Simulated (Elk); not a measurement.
# Electronic structure of magnetic CoRu3N

Wanted: the exchange-split electronic structure of CoRu3N.

Program: Elk 11.2.3 (patched build). Level of theory: PBE; all-electron APW+lo, Dirac cores, scalar-relativistic bands. Results are calculated unless marked as measured.

**1. Set-up**

Symmetry: Pm-3m, No. 221, cubic system. Conventional cell: a = 3.971 Å, b = 3.971 Å, c = 3.971 Å, α = 90.00°, β = 90.00°, γ = 90.00°. Nearest to Ru lie 2 N at 1.99 Å. Co has 12 Ru at 2.81 Å nearest. Nearest to N lie 6 Ru at 1.99 Å. invented: Fe3RhN (Pm-3m) with Co for Rh, Ru for Fe. Farther neighbours and most contacts between anions are not listed.

The cell is a made-up one and need not be a known phase.

**2. Ground-state run**

Bands and densities of states are read from a converged potential, so the magnetic state comes first.

This is the lowest of the starts that converged (ferro +).

Moments are seeded by fields in the spheres (the last three columns under atoms), set against the wanted direction and reduced each loop.

The input, elk.in:

```
tasks
  0
  33
  73

xctype
  20

rgkmax
  7.0

nempty
  14

swidth
  0.002

reducebf
  0.5

epsengy
  1e-05

maxscl
  100

lmaxi
  2

spinpol
  .true.

sppath
  './'

avec
  7.50430653131 0.00000000000 0.00000000000
  0.00000000000 7.50430653131 0.00000000000
  0.00000000000 0.00000000000 7.50430653131

atoms
  3
  'Ru.in'
  3
  0.0000000000 0.5000000000 0.5000000000   0.000000 0.000000 0.000000
  0.5000000000 0.5000000000 0.0000000000   0.000000 0.000000 0.000000
  0.5000000000 0.0000000000 0.5000000000   0.000000 0.000000 0.000000
  'Co.in'
  1
  0.0000000000 0.0000000000 0.0000000000   0.000000 0.000000 -0.100000
  'N.in'
  1
  0.5000000000 0.5000000000 0.5000000000   0.000000 0.000000 0.000000

ngridk
  6 6 6

plot3d
  0 0 0
  1 0 0
  0 1 0
  0 0 1
  20 20 20
```

Command:

```sh
OMP_NUM_THREADS=4 elk
```

Numbers of over 12 decimals in the logs are rounded to 6 here.

The program printed:

```text
Warning(gndstate): core states of species 2 leak from the muffin-tin :   0.4668637941E-03

--- INFO.OUT ---
┌─────────────────────────┐
│ Elk code version 11.2.3 │
└─────────────────────────┘

All units are atomic (Hartree, Bohr, etc.)

┌─────────────────────────────────────────────────┐
│ Ground-state run starting from atomic densities │
└─────────────────────────────────────────────────┘

Lattice vectors :
   7.504306531       0.000000000       0.000000000
   0.000000000       7.504306531       0.000000000
   0.000000000       0.000000000       7.504306531

Species : 1 (Ru)
 parameters loaded from : Ru.in
 name : ruthenium
 nuclear charge    :   -44.00000000
 electronic charge :    44.00000000
 atomic mass :    184239.3393
 muffin-tin radius :    2.187636021
 number of radial points in muffin-tin :   1193
 inner part over the whole radius :   0.9932353364E-02
 number on inner part of muffin-tin    :    845
 approximate nuclear radius :   0.8462081736E-04
 number of mesh points to nuclear radius :    426
 atomic positions (lattice), magnetic fields (Cartesian) :
  1 :   0.00000000  0.50000000  0.50000000    0.00000000  0.00000000  0.00000000
  2 :   0.50000000  0.50000000  0.00000000    0.00000000  0.00000000  0.00000000
  3 :   0.50000000  0.00000000  0.50000000    0.00000000  0.00000000  0.00000000

Species : 2 (Co)
 parameters loaded from : Co.in
 name : cobalt
 nuclear charge    :   -27.00000000
 electronic charge :    27.00000000
 atomic mass :    107428.6517
 muffin-tin radius :    2.400000000
 number of radial points in muffin-tin :    993
 inner part over the whole radius :   0.9997676968E-02
 number on inner part of muffin-tin    :    701
 approximate nuclear radius :   0.7243775530E-04
 number of mesh points to nuclear radius :    333
 atomic positions (lattice), magnetic fields (Cartesian) :
  1 :   0.00000000  0.00000000  0.00000000    0.00000000  0.00000000 -0.10000000

Species : 3 (N)
 parameters loaded from : N.in
 name : nitrogen
 nuclear charge    :   -7.000000000
 electronic charge :    7.000000000
 atomic mass :    25532.65216
 muffin-tin radius :    1.514517245
 number of radial points in muffin-tin :    593
 inner part over the whole radius :   0.9971370584E-02
 number on inner part of muffin-tin    :    405
 approximate nuclear radius :   0.4939692610E-04
 number of mesh points to nuclear radius :    172
 atomic positions (lattice), magnetic fields (Cartesian) :
  1 :   0.50000000  0.50000000  0.50000000    0.00000000  0.00000000  0.00000000

Total number of atoms per unit cell :    5
Total muffin-tin volume :    204.0208452
 ratio of muffin-tin to unit cell volume :   0.4827728582

Spin treatment :
 spin-polarised
 global magnetic field (Cartesian) :    0.000000000       0.000000000       0.000000000
 collinear magnetisation in z-direction

Number of Bravais lattice symmetries :   48
Number of crystal symmetries         :   48
Crystal has inversion symmetry
Real symmetric eigensolver will be used

k-point grid :      6     6     6
k-point offset :    0.000000000       0.000000000       0.000000000
k-point set is reduced with full crystal symmetry group
Total number of k-points :       20

Muffin-tin radius times maximum |G+k| :    7.000000000
 using average radius
Maximum |G+k| for APW functions       :    3.340515344
Maximum (1/2)|G+k|²                   :    5.579521381
Maximum |G| for potential and density :    12.00000000
Constant for pseudocharge density :    7
 order of it for each species :   14  14  14
 order of it for pair densities of each species (exact exchange by exxq0 0: 14) :   11  13   4
Radial integration step length :    1

G-vector grid sizes :     30    30    30
Number of G-vectors :    12293

Maximum angular momentum used for
 APW functions            :    8
 outer part of muffin-tin :    6
 inner part of muffin-tin :    2

Number of empty states         :     70
Total number of valence states :    210
Total number of core states    :     98

Third-order local-orbitals added for an l without core states : T
Total number of local-orbitals :     84

Exchange-correlation functional :     20     0     0
 Perdew-Burke-Ernzerhof, Phys. Rev. Lett. 77, 3865 (1996)
 gradient requirement :    1
 generalised gradient approximation (GGA)

Smearing type :    3
 Fermi-Dirac
Smearing width :   0.2000000000E-02
Effective electronic temperature (K) :    631.5500496

Mixing type :    3
 Broyden mixing, J. Phys. A: Math. Gen. 17, L317 (1984)

Kohn-Sham potential initialised from atomic data

┌──────────────────────────────┐
│ Self-consistent loop started │
└──────────────────────────────┘

┌─────────────────┐
│ Loop number : 1 │
└─────────────────┘

Energies :
 Fermi                       :     0.313593
 sum of occupied eigenvalues :     -8941.5293053421
 electron kinetic            :      15600.307192932
 core electron kinetic       :      15076.946391985
 Coulomb                     :     -30176.224899680
 Coulomb potential           :     -23948.399811140
 nuclear-nuclear             :     -2004.5582774387
 electron-nuclear            :     -32451.059474823
 Hartree                     :      4279.3928525815
 Madelung                    :     -18202.024994110
 xc potential                :     -593.39463666664
 xc effective B-field        :    -0.11273754553029E-01
 external B-field            :      0.000000
 exchange                    :     -459.08490996615
 correlation                 :     -8.546101
 electron entropic           :    -0.14852374622815E-02
 total energy                :     -15043.550202736
 (external B-field energy excluded from total)

Density of states at Fermi energy :    112.8266635
 (states/Hartree/unit cell)

Estimated indirect band gap :   0.8817960786E-03
 from k-point 8 to k-point 1
Estimated direct band gap   :   0.2153842423E-02
 at k-point 8

Charges :
 core                        :    98.00000000
 valence                     :    68.00000000
 interstitial                :    9.910607492
 muffin-tins (core leakage)
  species : 1 (Ru)
   atom 1                    :    40.59321966     (  0.1104915100E-05)
   atom 2                    :    40.59321966     (  0.1104915100E-05)
   atom 3                    :    40.59321966     (  0.1104915100E-05)
  species : 2 (Co)
   atom 1                    :    27.78480977     (  0.4651972466E-03)
  species : 3 (N)
   atom 1                    :    6.524923766     (  0.3499997840E-05)
 total in muffin-tins        :    156.0893925
 total calculated charge     :    165.9989305
 total charge                :    166.0000000
 error                       :   0.1069493805E-02

Moments :
 interstitial                :  -0.1043266849
 muffin-tins
  species : 1 (Ru)
   atom 1                    :   0.2118074028E-01
   atom 2                    :   0.2118074028E-01
   atom 3                    :   0.2118074028E-01
  species : 2 (Co)
   atom 1                    :   0.6547306067
  species : 3 (N)
   atom 1                    :  -0.6623948074E-02
 total in muffin-tins        :   0.7116488795
 total moment                :   0.6073221946

[... earlier loops left out ...]

┌──────────────────┐
│ Loop number : 31 │
└──────────────────┘

Energies :
 Fermi                       :     0.430921
 sum of occupied eigenvalues :     -8925.7954063767
 electron kinetic            :      15613.557296546
 core electron kinetic       :      15076.278367848
 Coulomb                     :     -30189.143762101
 Coulomb potential           :     -23929.332245961
 nuclear-nuclear             :     -2004.5582774387
 electron-nuclear            :     -32497.340584983
 Hartree                     :      4312.7551003207
 Madelung                    :     -18224.477639121
 xc potential                :     -609.92001558890
 xc effective B-field        :    -0.100441
 external B-field            :      0.000000
 exchange                    :     -459.56909231130
 correlation                 :     -8.546225
 electron entropic           :    -0.24588685569266E-02
 total energy                :     -15043.704241697
 (external B-field energy excluded from total)

Density of states at Fermi energy :    186.9527355
 (states/Hartree/unit cell)

Estimated indirect band gap :   0.2947682897E-03
 from k-point 3 to k-point 15
Estimated direct band gap   :   0.7260492585E-03
 at k-point 8

Charges :
 core                        :    98.00000000
 valence                     :    68.00000000
 interstitial                :    9.337112327
 muffin-tins (core leakage)
  species : 1 (Ru)
   atom 1                    :    41.63206413     (  0.1032453884E-05)
   atom 2                    :    41.63206413     (  0.1032453884E-05)
   atom 3                    :    41.63206413     (  0.1032453884E-05)
  species : 2 (Co)
   atom 1                    :    25.98126218     (  0.4668637941E-03)
  species : 3 (N)
   atom 1                    :    5.785433103     (  0.3570038488E-05)
 total in muffin-tins        :    156.6628877
 total calculated charge     :    165.9990503
 total charge                :    166.0000000
 error                       :   0.9496525208E-03

Moments :
 interstitial                :  -0.1040372384E-01
 muffin-tins
  species : 1 (Ru)
   atom 1                    :   0.4088125450
   atom 2                    :   0.4088125450
   atom 3                    :   0.4088125450
  species : 2 (Co)
   atom 1                    :    2.130929163
  species : 3 (N)
   atom 1                    :  -0.1860828011E-01
 total in muffin-tins        :    3.338758518
 total moment                :    3.328354794

┌──────────────────────────────┐
│ Self-consistent loop stopped │
└──────────────────────────────┘

Warning : core states of species 2 leak from the muffin-tin :   0.4668637941E-03

Wrote STATE.OUT
```

Run time: 3.6 min. Hardware: 4 threads of Arm Neoverse V1, shared host; peak memory 0.44 GiB; 14 min of CPU time.

Spin moment in the muffin-tin sphere by atom:

| atom | spin moment in the muffin-tin sphere (μB) |
| --- | --- |
| Ru1 | 0.41 |
| Ru2 | 0.41 |
| Ru3 | 0.41 |
| Co4 | 2.13 |
| N5 | -0.02 |

This step gave:

- density of states at the Fermi level: 6.870 states/eV/cell
- moment between the spheres: -0.01040 μB
- magnetization: 3.328 μB
- final state: ferromagnetic

**3. Levels along a path and on the mesh**

The potential is kept. Point names follow a standard table for this cell's lattice and can differ from other conventions. The density of states is interpolated from the levels on the mesh (so its value at the Fermi level can differ from the smeared one of the ground-state run), and the bands are solved anew along a path of special points.

elk.in: that of step 2 with these lines changed.

```diff
@@ -1,5 +1,5 @@
 tasks
-  0
-  33
-  73
+  10
+  20
+  15
 
@@ -49,3 +49,3 @@
   1
-  0.0000000000 0.0000000000 0.0000000000   0.000000 0.000000 -0.100000
+  0.0000000000 0.0000000000 0.0000000000   0.000000 0.000000 -0.000100
   'N.in'
@@ -57,7 +57,14 @@
 
-plot3d
-  0 0 0
-  1 0 0
-  0 1 0
-  0 0 1
-  20 20 20
+wplot
+  300 60 1
+  -0.35000 0.25000
+
+plot1d
+  7 84
+  0.00000000 0.00000000 0.00000000
+  0.00000000 0.50000000 0.00000000
+  0.50000000 0.50000000 0.00000000
+  0.00000000 0.00000000 0.00000000
+  0.50000000 0.50000000 0.50000000
+  0.00000000 0.50000000 0.00000000
+  0.50000000 0.50000000 0.50000000
```

Command:

```sh
OMP_NUM_THREADS=4 elk
```

The program printed:

```text
┌─────────────────────────────────┐
│ Elk code version 11.2.3 started │
└─────────────────────────────────┘

Info(readinput): the functional depends on the density's gradient
 muffin-tin radial points multiplied by    2.00000
 (not where nrmtscf is given)

┌───────────────────┐
│ Current task : 10 │
└───────────────────┘
Info(checkmt): changed muffin-tin radius of species 1 (Ru) from   2.6000 to   2.1876
Info(checkmt): changed muffin-tin radius of species 3 (N) from   1.8000 to   1.5145

Info(writedos):
 Total density of states written to TDOS.OUT

 Partial density of states written to PDOS_Sss_Aaaaa.OUT
 for all species and atoms

 Spin-quantisation axis :    0.000000000       0.000000000       1.000000000

 Eigenvalues of a random matrix symmetrised with the site
 symmetries in the Yₗₘ basis written to ELMIREP.OUT for all
 species and atoms. Degenerate eigenvalues correspond to
 irreducible representations of each site symmetry group

 Interstitial density of states written to IDOS.OUT

 Fermi energy is at zero in plots

 DOS units are states/Hartree/unit cell

┌───────────────────┐
│ Current task : 20 │
└───────────────────┘

Info(bandstr):
 Band structure plot written to BAND.OUT

 Fermi energy is at zero in plot

 Vertex location lines written to BANDLINES.OUT

┌───────────────────┐
│ Current task : 15 │
└───────────────────┘

Info(writelsj):
 muffin-tin L, S and J expectation values written to LSJ.OUT

┌──────────────────┐
│ Elk code stopped │
└──────────────────┘
```

It took 89 s on 4 threads; peak memory 0.73 GiB; 4.5 min of CPU time.

The electronic bands at the labelled points (eV, zero at the Fermi level; # counts the bands kept):

```
          point  up #18  up #19  up #20  up #21  down #15  down #17  down #18  down #19
              Γ   -0.17   -0.17    1.01    1.01      0.60      1.16      1.16      1.16
0.45 of the way   -0.68   -0.22    0.54    0.60      0.27      0.32      0.44      0.90
              X   -1.10   -0.40   -0.28    0.02     -0.67     -0.24     -0.10      0.30
0.45 of the way   -0.34   -0.31   -0.29   -0.17     -0.54     -0.08     -0.05      0.39
              M   -1.10   -0.43   -0.06    0.69     -0.83     -0.17     -0.17     -0.01
        halfway   -0.29   -0.08   -0.05    0.22     -0.06      0.06      0.37      0.50
              Γ   -0.17   -0.17    1.01    1.01      0.60      1.16      1.16      1.16
        halfway   -1.19   -0.25   -0.25    0.88     -0.91     -0.03     -0.03      0.87
              R    0.01    0.01    0.01    0.76      0.05      0.37      0.37      1.05
        halfway   -0.88   -0.15   -0.05    0.49     -0.89      0.14      0.33      0.78
              X   -1.10   -0.40   -0.28    0.02     -0.67     -0.24     -0.10      0.30
0.53 of the way   -0.92   -0.10   -0.01    0.53     -0.90      0.15      0.34      0.81
              R    0.01    0.01    0.01    0.76      0.05      0.37      0.37      1.05
```

The density of states has structure finer than the step of the table below, so its rows give means over 1 eV, whole bins alone (the curve runs from -9.52 to 6.75 eV). Peaks (eV: height): up -4.0: 5.62, -2.6: 6.25, -1.6: 4.26, -0.3: 5.55; down -3.5: 4.40, -1.1: 5.56, 0.2: 5.44, 0.7: 5.40; Ru1 d up -4.0: 0.831, -2.6: 0.769, -1.2: 0.743, -0.3: 1.33; Ru1 d down -3.5: 0.799, -1.1: 0.947, 0.2: 0.724, 0.9: 1.00; Co4 d up -2.6: 2.91, -2.2: 1.95, -1.6: 1.42, -0.3: 1.08.

Density of states against energy, zero at the Fermi level; means over each step; 7 of 8 lines; values in states/eV/cell:

```csv
energy (eV),up,down,Ru1 d up,Ru1 d down,Co4 d up,Co4 d down,N5 p up
-9,0.976,0.907,0.0879,0.0800,0.00163,0.00117,0.333
-8,0.784,0.811,0.0637,0.0635,0.00196,0.00122,0.267
-7,1.03,1.04,0.0796,0.0756,0.00521,0.00275,0.336
-6,0.469,0.450,0.0383,0.0319,0.00870,0.00298,0.0801
-5,1.31,0.884,0.167,0.0982,0.0986,0.0131,0.0209
-4,3.51,2.63,0.521,0.459,0.694,0.134,0.0772
-3,3.54,2.36,0.422,0.445,1.49,0.196,0.0142
-2,3.49,2.53,0.455,0.472,1.49,0.389,0.0297
-1,2.68,3.04,0.549,0.532,0.547,0.808,0.0348
0,2.69,3.58,0.666,0.404,0.348,1.94,0.0364
1,1.70,3.46,0.427,0.685,0.0323,1.00,0.128
2,0.789,1.21,0.169,0.268,0.0120,0.0697,0.0864
3,0.327,0.216,0.0520,0.0364,0.0107,0.0203,0.0324
4,0.911,0.890,0.120,0.121,0.0194,0.0405,0.0927
5,1.36,1.36,0.174,0.186,0.0267,0.0452,0.142
6,0.790,0.766,0.0756,0.0854,0.0268,0.0307,0.0737
```

**4. Summary of results**

```
state          : ferromagnetic
largest moment : 2.13 μB
```

In words: Right at the Fermi level (the table gives means over its steps) the density of states is 2.2 states/eV a cell for spin up and 5.2 for spin down. Within the window shown, the centres of the Co4 d states of the two spins lie 2.0 eV apart, a rough measure of the splitting of the spins. The state is the lowest of the starts that converged; no opposed start was among them. These are Kohn–Sham levels without spin–orbit coupling. With a GGA and lmaxo under 10 this build's totals carry angular errors that reach some ten meV an atom in oxides, so smaller differences are in doubt.

[Logs and program files are shortened in this print: banners, set-up blocks, solver, clock and traceback lines can be left out without a mark of their own.]

[Logs are printed without paths, hosts, clocks, repeated set-up lines and the standing remarks that a program may print on its own settings, such as how far it seeks lower states.]

[Hosts, paths, dates, database ids (printed as entryN), source tags and the programs' standing remarks are cut or masked in the printed files.]

[Where a cell is said to come from a database of computed structures, the database is the Materials Project.]
